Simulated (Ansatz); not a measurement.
# Decaying states in the gap of BeSnF6, part 2 of 3

Aim: relax a made-up compound, BeSnF6, and see how good a tunnel barrier it would be. It is built by putting Be for Ca in the CaSnF6 structure of space group R-3, with the volume rescaled by atomic radii. The parent structure comes from the Materials Project.

Ansatz 0.2.0; LDA DFT, plane waves, PAW files (the session's first sound run).

So far. Step 2 (Cell and atoms at rest): The largest force component on a free atom ends at 0.0012 eV/Å.

The structure was built from a prototype and need not be the compound's stable phase.

### Step 3. The bulk crystal and its band edges

The energy window and the wavevectors of the next steps follow from the band edges, so these are searched first, off the mesh as well.

Contents of input.yaml:

```yaml
crystal:
  lattice:
    - [2.3738601712, 1.3705488089, 4.2488048138]
    - [-2.3738601712, 1.3705488089, 4.2488048138]
    - [0.0, -2.7410976177, 4.2488048138]
  atoms:
    - { symbol: Be, position: [0.0, 0.0, 0.0] }
    - { symbol: Sn, position: [0.5, 0.5, 0.5] }
    - { symbol: F, position: [0.6360015291, 0.2291139448, 0.9012620216] }
    - { symbol: F, position: [0.9012620216, 0.6360015291, 0.2291139448] }
    - { symbol: F, position: [0.7708860552, 0.0987379784, 0.3639984709] }
    - { symbol: F, position: [0.0987379784, 0.3639984709, 0.7708860552] }
    - { symbol: F, position: [0.3639984709, 0.7708860552, 0.0987379784] }
    - { symbol: F, position: [0.2291139448, 0.9012620216, 0.6360015291] }
kpoints:
  mp_grid: { grid: [6, 6, 6] }
  band_path: { path: [VBM, CBM], npoints: 30 }
scf:
  occupations: { method: fixed }
hamiltonian:
  xc: lda
output:
  eigenvalues: true
  write_potential: true
  write_density: true
  volumetric_format: npy
  elf: true
```

Started as:

```bash
$ ansatz run input.yaml --threads 2 --pin off --max-ram 4096MiB --backend cpu --events-out ev --progress --plain --runs-dir out
```

Numbers of over 12 decimals in the logs are rounded to 6 here.

Output:

```text
[...]
Crystal: 8 atoms, lattice volume = 82.941 Å³
Basis set: ecut = 420 eV, 1593 PW (Γ)
Bands: 37, of which v1, the nominal top of the filled ones, is band 29 counted from 1 (28 counted from 0)
Symmetry: 6 space group operations
[...]
k-points: 40 of 216
[...]
SCF iter   1: F=—  HF=-10735.139423 eV  |F-HF|=—  |Δ(HF+E_count)|=         —  Δρ=2.14e-2  dr2=2.64e-1  ethr=1.77e-3  ⟨swp⟩=5.1  Hψ=5458  notcnv=0  defer=208
[...]
SCF iter   6: F=-10735.057743 eV  HF=-10735.057743 eV  |F-HF|=2.07e-9  |Δ(HF+E_count)|=   9.46e-7  Δρ=6.88e-6  dr2=5.11e-8  ethr=1.72e-10  ⟨swp⟩=8.7  Hψ=7258  notcnv=0
SCF 1 converged in 6 iterations: F = -10735.057743 eV  dr2 = 5.11e-8
[...]
NSCF: frozen V_eff on 40 k-points
[...]
SCF converged after 6 iterations
Free energy (F): -10735.057743 eV
[...]
Internal energy: -10735.057743 eV  (E = F + TS)
E sigma→0 (E₀):  -10735.057743 eV
Fermi energy:    2.702569 eV
[...]
--- Band table (eV; the first three rows and the last of 40) ---
  k-point 0: bands = [... 25 lower, 2.4755, 2.5085, 2.6416, 2.6416, 7.8080, 13.6075, 14.3180, 14.3180, ... 4 higher]
  k-point 1: bands = [... 25 lower, 2.3694, 2.4707, 2.6250, 2.6865, 8.1399, 13.6495, 13.9676, 14.3230, ... 4 higher]
  k-point 2: bands = [... 25 lower, 2.2447, 2.4638, 2.5706, 2.6367, 8.7361, 13.1781, 14.1507, 14.6463, ... 4 higher]
  k-point 39: bands = [... 25 lower, 2.4914, 2.4914, 2.5448, 2.5448, 9.0325, 12.6507, 15.0888, 15.0888, ... 4 higher]
```

Elapsed: 5.9 s, on 2 threads of INTEL XEON PLATINUM 8581C at 2.30GHz (Emerald Rapids), shared host; peak memory 0.46 GiB.

In the SCF lines HF is the Harris–Foulkes energy and dr2 the Hartree energy of the density residual, in eV; the loop may stop once dr2 is under the threshold and the program's other checks hold. Hψ counts applications of the Hamiltonian.

Numbers from this step:

| Quantity | Value |
| --- | --- |
| Fermi energy | 2.703 eV |
| gap on the k-mesh | 5.105 eV |
| gap on path | 5.102 eV, by band count; negative where bands overlap |
| direct gap on path | 5.166 eV |
| edge places on path | 0, 0.3740 1/A along the path |

The electronic bands at the labelled points (eV, zero at the Fermi level (highest filled level under fixed occupations); v1 is the highest filled band, c1 the lowest empty one):

```csv
point,v4,v3,v2,v1,c1
VBM,-0.45,-0.21,-0.11,0.00,5.68
halfway,-0.31,-0.20,-0.07,-0.02,5.28
CBM,-0.23,-0.19,-0.06,-0.06,5.11
```

ELF in the ac plane of the conventional cell at fractional y = 0.000, with atoms of Be and Sn and F within 0.2 Å of it. It is the smooth field of the valence electrons, not physical close to the nuclei.

Values, 24 rows by 14 columns, each cell a mean:
```
0.02 0.23 0.57 0.68 0.72 0.70 0.48 0.12 0.04 0.06 0.07 0.07 0.07 0.03
0.07 0.38 0.78 0.73 0.62 0.78 0.74 0.31 0.03 0.02 0.04 0.07 0.08 0.07
0.04 0.25 0.69 0.78 0.73 0.74 0.57 0.20 0.04 0.03 0.04 0.04 0.04 0.04
0.01 0.06 0.28 0.44 0.47 0.34 0.16 0.09 0.11 0.11 0.06 0.03 0.02 0.01
0.00 0.01 0.02 0.04 0.05 0.06 0.18 0.41 0.58 0.60 0.50 0.27 0.06 0.01
0.01 0.01 0.01 0.01 0.02 0.10 0.48 0.75 0.69 0.68 0.80 0.67 0.26 0.02
0.01 0.01 0.01 0.01 0.02 0.08 0.45 0.75 0.71 0.72 0.81 0.66 0.24 0.02
0.01 0.01 0.04 0.12 0.18 0.14 0.13 0.35 0.55 0.59 0.46 0.22 0.05 0.01
0.02 0.08 0.35 0.63 0.72 0.68 0.48 0.18 0.07 0.07 0.05 0.03 0.03 0.02
0.10 0.15 0.53 0.78 0.70 0.74 0.79 0.51 0.08 0.02 0.05 0.07 0.08 0.10
0.14 0.16 0.29 0.64 0.73 0.78 0.77 0.44 0.06 0.03 0.06 0.12 0.17 0.15
0.01 0.06 0.18 0.23 0.39 0.43 0.28 0.09 0.06 0.10 0.10 0.18 0.13 0.02
0.03 0.10 0.19 0.11 0.06 0.04 0.07 0.34 0.58 0.62 0.47 0.24 0.14 0.05
0.16 0.15 0.12 0.08 0.04 0.02 0.25 0.72 0.80 0.71 0.74 0.59 0.23 0.16
0.07 0.06 0.05 0.05 0.03 0.02 0.20 0.64 0.78 0.73 0.78 0.71 0.30 0.08
0.01 0.02 0.02 0.07 0.15 0.18 0.12 0.19 0.43 0.58 0.55 0.36 0.11 0.02
0.00 0.03 0.22 0.53 0.70 0.72 0.65 0.36 0.10 0.07 0.06 0.03 0.01 0.01
0.01 0.09 0.53 0.81 0.76 0.61 0.75 0.70 0.27 0.03 0.01 0.01 0.01 0.01
0.01 0.06 0.40 0.71 0.77 0.71 0.74 0.58 0.21 0.03 0.01 0.01 0.01 0.01
0.01 0.01 0.07 0.22 0.39 0.44 0.35 0.18 0.09 0.11 0.12 0.08 0.03 0.01
0.02 0.02 0.02 0.03 0.04 0.06 0.07 0.16 0.40 0.59 0.64 0.55 0.26 0.04
0.04 0.05 0.05 0.05 0.03 0.02 0.10 0.48 0.76 0.71 0.69 0.79 0.57 0.11
0.05 0.08 0.08 0.05 0.03 0.02 0.09 0.53 0.80 0.74 0.70 0.79 0.63 0.15
0.01 0.04 0.11 0.14 0.17 0.14 0.05 0.15 0.44 0.59 0.56 0.47 0.27 0.04
```
Columns run along a (4.7 Å), rows up along c (12.7 Å), edges of the conventional cell, whose origin can differ from the input's. Atoms in or near the plane, at fractional coordinates: Be at (0.00, 0.00), Sn at (0.00, 0.50), F at (0.69, 0.41), F at (0.69, 0.08), F at (0.38, 0.26), F at (0.31, 0.92), F at (0.31, 0.59), F at (0.62, 0.74).

Valence density in the ac plane of the conventional cell at fractional y = 0.000, with atoms of Be and Sn and F within 0.2 Å of it. It is the smooth field of the valence electrons, not physical close to the nuclei.

Ten steps, logarithmic in the rise over the least value, from '0' (0 e/Å³) to '9' (13 e/Å³), each cell a mean:
```
12356421001111
12589841001111
01478631000111
00123211110000
00000113443100
00000136886310
00000126886300
00001112442100
00145531100000
12369962100111
65457752001245
98533210011369
97421001344468
43210014787534
11100014787421
00001112343100
00135642100000
00258984100000
00147863100000
00012321111000
00000011344310
11110013689631
11110002688632
01111101244321
```
Columns run along a (4.7 Å), rows up along c (12.7 Å), edges of the conventional cell, whose origin can differ from the input's. Atoms in or near the plane, at fractional coordinates: Be at (0.00, 0.00), Sn at (0.00, 0.50), F at (0.69, 0.41), F at (0.69, 0.08), F at (0.38, 0.26), F at (0.31, 0.92), F at (0.31, 0.59), F at (0.62, 0.74).

Electrostatic potential energy in the ac plane of the conventional cell at fractional y = 0.000, with atoms of Be and Sn and F within 0.2 Å of it. With pseudopotentials it is smooth inside the atoms' cores, unlike the true potential.

Ten even steps from '0' (-37 eV) to '9' (13 eV), each cell a mean:
```
13765799999862
78500179999987
99831389999999
99998888899999
99999988779999
99999994003999
99999995104999
99999999889999
99986689999999
78830049999987
65652279998755
99468999998569
97478999877569
55789998201665
88999998202788
99999999888999
99996579999999
99960017999999
99983138999999
99999888899999
99999988877999
99999999400389
67899999510376
02789999987850
```
Columns run along a (4.7 Å; values clipped at the 3rd and 97th percentile), rows up along c (12.7 Å), edges of the conventional cell, whose origin can differ from the input's. Atoms in or near the plane, at fractional coordinates: Be at (0.00, 0.00), Sn at (0.00, 0.50), F at (0.69, 0.41), F at (0.69, 0.08), F at (0.38, 0.26), F at (0.31, 0.92), F at (0.31, 0.59), F at (0.62, 0.74).

The searched edges give 5.10 eV, against 5.11 eV on the mesh.

### Step 4. Decaying states in the gap, plane (001), k-mesh 8×8×8

This step: LDA DFT, plane waves, PAW files; complex bands by layer matching along the plane's normal (Ansatz 0.2.0).

The same crystal is laid in a cell whose first two vectors span the (001) plane (indices of the standard conventional cell, whose axes can be ordered otherwise than in the bulk input). At fixed energy and wavevector in the plane the solver finds all kz, real and complex. A few wavevectors are listed, (0, 0), (0.1354, -0.1458) and (0.5, 0) in units of the plane's reciprocal vectors; the slowest state needn't be among them.

Contents of input.yaml:

```yaml
crystal:
  lattice:
    - [4.747720342, 0.0, 0.0]
    - [2.373860171, 4.111646427, 0.0]
    - [2.373860171, -1.370548809, 4.248804814]
  atoms:
    - { symbol: Be, position: [0.0, 0.0, 0.0] }
    - { symbol: Sn, position: [0.0, 0.5, 0.5] }
    - { symbol: F, position: [0.8651154739, 0.7708860552, 0.2336225045] }
    - { symbol: F, position: [0.5372635507, 0.3639984709, 0.2336225045] }
    - { symbol: F, position: [0.8696240336, 0.9012620216, 0.7663774955] }
    - { symbol: F, position: [0.4627364493, 0.6360015291, 0.7663774955] }
    - { symbol: F, position: [0.1348845261, 0.2291139448, 0.7663774955] }
    - { symbol: F, position: [0.1303759664, 0.0987379784, 0.2336225045] }
kpoints:
  mp_grid: { grid: [8, 8, 8] }
scf:
  occupations: { method: fixed }
hamiltonian:
  xc: lda
output:
  eigenvalues: true
  transmission:
    leads: [[0, 0]]
    kpoints: [[0.0, 0.0], [0.1354, -0.1458], [0.5, 0.0]]
    e_range: [-1.0, 6.1]
    de: 0.18
```

Output:

```text
[...]
Crystal: 8 atoms, lattice volume = 82.941 Å³
Basis set: ecut = 420 eV, 1593 PW (Γ)
Bands: 37, of which v1, the nominal top of the filled ones, is band 29 counted from 1 (28 counted from 0)
Symmetry: 6 space group operations
[...]
k-points: 90 of 512
[...]
SCF iter   1: F=—  HF=-10735.139513 eV  |F-HF|=—  |Δ(HF+E_count)|=         —  Δρ=2.14e-2  dr2=2.64e-1  ethr=1.77e-3  ⟨swp⟩=5.0  Hψ=12307  notcnv=0  defer=461
[...]
SCF iter   6: F=-10735.057755 eV  HF=-10735.057755 eV  |F-HF|=2.54e-9  |Δ(HF+E_count)|=   9.77e-7  Δρ=6.84e-6  dr2=4.36e-8  ethr=1.72e-10  ⟨swp⟩=8.6  Hψ=16149  notcnv=0
SCF 1 converged in 6 iterations: F = -10735.057755 eV  dr2 = 4.36e-8
[...]
transmission: 6 of 18 steps passed
transmission: 12 of 18 steps passed
transmission: 18 of 18 steps passed
SCF converged after 6 iterations
Free energy (F): -10735.057755 eV
[...]
Internal energy: -10735.057755 eV  (E = F + TS)
E sigma→0 (E₀):  -10735.057755 eV
Fermi energy:    2.703870 eV
[...]
--- Band table (eV; the first three rows and the last of 90) ---
  k-point 0: bands = [... 25 lower, 2.4755, 2.5085, 2.6416, 2.6416, 7.8080, 13.6075, 14.3180, 14.3180, ... 4 higher]
  k-point 1: bands = [... 25 lower, 2.4755, 2.4755, 2.6464, 2.6464, 7.9949, 13.4224, 14.4228, 14.4228, ... 4 higher]
  k-point 2: bands = [... 25 lower, 2.4846, 2.4846, 2.6177, 2.6177, 8.4286, 13.0724, 14.6863, 14.6863, ... 4 higher]
  k-point 89: bands = [... 25 lower, 2.3460, 2.4041, 2.5610, 2.5725, 9.2519, 13.3420, 13.8293, 14.4323, ... 4 higher]
--- Transmission ---
  basis      : 163 plane waves across, 6 finite elements along
  points     : 3, as listed
  energies   : 40 from -1.000000 to 6.020000 eV about the Fermi level, 0.180000 eV apart; the leads are filled to 2.552073 eV, and channels, transmission and decay are at 2.600000 eV
  crystal 0  : Be1F6Sn1, at the sites [0, 0], period 4.2488 Å: whole cells are its period
    offset         : up to 0.0000 Å between an atom of the period and one for which it stands
    channels       : 0.000000e0 a spin
    conductance    : none, the energies end too early or step too widely for 300 K: set another output.transmission.e_range or a lower de, or, where they end at an eighth of basis.ecutwfc, a higher one
    slowest decay  : 0.4368 /Å at (0.0000, 0.0000)
```

Wall time 11 s (2 threads); peak memory 0.57 GiB; 21 s of CPU time.

Numbers from this step:

| Property | Result |
| --- | --- |
| free energy | -10735.0578 eV |
| Fermi energy | 2.704 eV |
| gap on the k-mesh | 5.104 eV |
| level to which the leads are filled | 2.552 eV from the Fermi level |
| decay constant at the filling level, zone centre | 0.4368 Å⁻¹ |
| decay constant at the filling level, slowest listed point | 0.4368 Å⁻¹ |

K parallel (0, 0); values up to 1.5 1/Å, a degenerate pair printed once or twice; energies at which all values exceed this have no row. Table of Im kz of the slowest decaying states by energy, zero at the highest filled level on the SCF mesh:

```csv
energy (eV),decay 1 (Å⁻¹),decay 2 (Å⁻¹),decay 3 (Å⁻¹),decay 4 (Å⁻¹)
-1.00,0.0840,0.418,1.39,1.47
-0.64,0.129,0.614,0.960,1.46
-0.46,0.325,0.644,0.671,1.45
-0.10,0.124,0.199,0.588,0.756
0.08,0.204,0.309,0.790,0.882
0.44,0.294,0.457,0.845,1.15
0.62,0.324,0.501,0.868,1.23
0.98,0.370,0.569,0.907,1.35
1.16,0.386,0.597,0.924,1.38
1.52,0.412,0.644,0.954,1.36
1.88,0.428,0.683,0.978,1.35
2.06,0.433,0.700,0.989,1.34
2.42,0.437,0.731,1.01,1.32
2.60,0.437,0.745,1.02,1.31
2.96,0.431,0.769,1.03,1.30
3.14,0.425,0.780,1.04,1.29
3.50,0.406,0.800,1.05,1.27
3.86,0.378,0.817,1.05,1.26
4.04,0.360,0.825,1.06,1.25
4.40,0.309,0.838,1.06,1.23
4.58,0.274,0.844,0.844,1.06
4.94,0.162,0.855,1.07,1.21
5.12,0.859,1.07,1.20,-
5.48,0.867,1.07,1.18,-
5.66,0.871,1.07,1.18,-
6.02,0.877,1.07,1.16,-
```

K parallel (0.1354, -0.1458); values up to 1.5 1/Å, a degenerate pair printed once or twice; energies at which all values exceed this have no row. Table of Im kz of the slowest decaying states by energy, zero at the highest filled level on the SCF mesh:

```csv
energy (eV),decay 1 (Å⁻¹),decay 2 (Å⁻¹),decay 3 (Å⁻¹),decay 4 (Å⁻¹)
-1.00,0.0362,0.0893,0.158,0.227
-0.64,0.210,0.289,0.291,0.452
-0.46,0.0643,0.171,0.194,0.262
-0.10,0.104,0.221,0.244,0.326
0.08,0.251,0.298,0.317,0.361
0.44,0.385,0.458,0.458,0.475
0.62,0.423,0.497,0.503,0.515
0.98,0.481,0.555,0.572,0.579
1.16,0.503,0.578,0.600,0.605
1.52,0.537,0.616,0.648,0.651
1.88,0.560,0.650,0.687,0.687
2.06,0.566,0.665,0.702,0.704
2.42,0.571,0.697,0.728,0.734
2.60,0.570,0.712,0.740,0.747
2.96,0.563,0.740,0.760,0.770
3.14,0.557,0.753,0.769,0.780
3.50,0.541,0.775,0.785,0.798
3.86,0.518,0.795,0.799,0.812
4.04,0.503,0.804,0.805,0.817
4.40,0.466,0.816,0.822,0.825
4.58,0.442,0.820,0.827,0.830
4.94,0.381,0.829,0.829,0.846
5.12,0.340,0.829,0.833,0.853
5.48,0.213,0.829,0.840,0.864
5.66,0.0572,0.828,0.844,0.868
6.02,0.825,0.852,0.873,0.875
```

K parallel (0.5, 0); values up to 1.5 1/Å, a degenerate pair printed once or twice; energies at which all values exceed this have no row. The Im kz of the slowest decaying states by energy, zero at the highest filled level on the SCF mesh:

```csv
energy (eV),decay 1 (Å⁻¹),decay 2 (Å⁻¹),decay 3 (Å⁻¹),decay 4 (Å⁻¹)
-1.00,0.0501,0.079,0.324,0.559
-0.64,0.0749,0.158,0.277,0.333
-0.46,0.00723,0.173,0.270,0.350
-0.10,0.177,0.277,0.308,0.361
0.08,0.303,0.314,0.400,0.424
0.44,0.429,0.502,0.518,0.577
0.62,0.471,0.537,0.555,0.652
0.98,0.537,0.591,0.616,0.763
1.16,0.563,0.613,0.641,0.808
1.52,0.608,0.649,0.685,0.882
1.88,0.644,0.677,0.721,0.942
2.06,0.660,0.689,0.737,0.968
2.42,0.688,0.708,0.764,1.01
2.60,0.701,0.716,0.776,1.03
2.96,0.723,0.728,0.798,1.07
3.14,0.733,0.734,0.807,1.09
3.50,0.738,0.753,0.823,1.12
3.86,0.738,0.771,0.835,1.14
4.04,0.736,0.781,0.840,1.16
4.40,0.727,0.803,0.849,1.18
4.58,0.719,0.816,0.852,1.19
4.94,0.695,0.847,0.856,1.20
5.12,0.680,0.857,0.864,1.21
5.48,0.640,0.858,0.898,1.23
5.66,0.551,0.678,0.857,0.915
6.02,0.376,0.702,0.854,0.948
```

At the listed wavevectors the last open channel is at -0.10 eV and the next at +5.12 eV on the grid. At +2.60 eV, the grid energy nearest the filling level (the middle of the gap on the SCF mesh), the slowest state at the listed wavevectors decays with κ = 0.437 Å⁻¹, its amplitude falling by e over 2.3 Å. Through 1 nm of this crystal that state's transmission falls by exp(−2 × 0.437 Å⁻¹ × 10 Å) = 1.6e-4.

(Part 2 of 3 ends here.)

[Logs are printed without paths, hosts, clocks, repeated set-up lines and the standing remarks that a program may print on its own settings, such as how far it seeks lower states.]

[Hosts, paths, dates, database ids (printed as entryN), source tags and the programs' standing remarks are cut or masked in the printed files.]
